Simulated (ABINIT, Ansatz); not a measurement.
# Calculated records

### BaAlSiH (P3m1): one start, several treatments of the self-energy

Symmetry: P3m1, No. 156, trigonal system. The conventional cell has a = 4.334 Å, b = 4.334 Å, c = 5.263 Å, α = 90.00°, β = 90.00°, γ = 120.00°. Nearest to Ba lie 3 H at 2.60 Å and 3 Si at 3.47 Å and 3 Al at 3.50 Å. Nearest to Al lie 1 H at 1.74 Å and 3 Si at 2.54 Å. Nearest to Si lie 3 Al at 2.54 Å and 3 H at 3.30 Å and 3 Ba at 3.47 Å. Nearest to H lie 1 Al at 1.74 Å and 3 Ba at 2.60 Å. Farther neighbours, and contacts between anions beyond the nearest, are not listed.

```xyz
4
Lattice="4.3342 0.0000 0.0000 -2.1671 3.7536 0.0000 0.0000 0.0000 5.2626" Properties=species:S:1:pos:R:3 pbc="T T T"
Ba    0.0000    0.0000    0.0023
Al    2.1671    1.2512    2.4484
Si    0.0000    2.5024    2.8539
H     2.1671    1.2512    0.7100
```

```yaml
method: RPA screening on LDA, plane waves, norm-conserving pseudopotentials (and 3 further levels or steps)
program: ABINIT 10.8.3
settings: cutoff 31 Ha, PseudoDojo scalar-relativistic 0.4.1 standard, norm-conserving, ngkpt (3, 3, 2), nband 88, ecuteps 4.2 Ha, gwcalctyp 2, nfreqre 16, nfreqim 8, inclvkb 2, freqremax 40 eV, spmeth 1, nomegasf 120, shiftk (0, 0, 0), symchi 1, awtr 1, frequency cd, 3×3×2 k-mesh
cost: 8 runs, 3.1 min in all on 4 MPI ranks of Intel Xeon Platinum 8488C (Sapphire Rapids), shared host
notes: The program’s warnings: Min real frequency set to default [Ha] = and nkpt*nsppol () is not a multiple of nproc spkpt (). The cell and positions are those that the Materials Project relaxed with its own functionals (PBE, PBE+U or r2SCAN), kept fixed. Limits: no spin-orbit coupling. The 3×3×2 mesh is coarse for this cell, which bears on the long-range parts of exchange and screening.
g0w0_godby_needs_plasmon_pole: 1.464 eV
g0w0_hybertsen_louie_plasmon_pole: 1.461 eV
g0w0_engel_farid_plasmon_pole: 1.469 eV
one_shot_hartree_fock: 6.022 eV
g0w0_contour_deformation: 1.446 eV
known_limits: short of the basis limit; no spin-orbit coupling; coarse k mesh
```

G0W0, Hybertsen-Louie plasmon pole: −0.003 eV against G0W0, Godby-Needs plasmon pole. G0W0, Engel-Farid plasmon pole: +0.005 eV against G0W0, Godby-Needs plasmon pole.

[Long decimals in the printed logs are rounded to 6 places.]

[Logs are printed without paths, hosts, clocks, repeated set-up lines and the standing remarks that a program may print on its own settings, such as how far it seeks lower states.]

[Paths, hosts, dates, memory and timing lines, banners, echoed tables and standing remarks are left out of the program output; an Ansatz launch command may be rebuilt from the run's recorded settings. Measured values are a selection of at most five: reports struck by readers or far from the other reports are left out. None is set beside runs whose start may be inverted or whose files or cutoffs have a known fault.]

[Runs of the session that timed out or met a known fault of the program may be left out.]

[Hosts, paths, dates, database ids (printed as entryN), source tags and the programs' standing remarks are cut or masked in the printed files.]

[G0W0 gaps are taken among the corrected bands and points alone; a level outside them can change the order at an edge.]

[Where Ansatz stands beside ABINIT at settings called matched, ABINIT's density can come from a denser mesh and the files from another edition; pairs whose starting gaps differed by over 0.03 eV were left out, so agreement reads better than it is.]
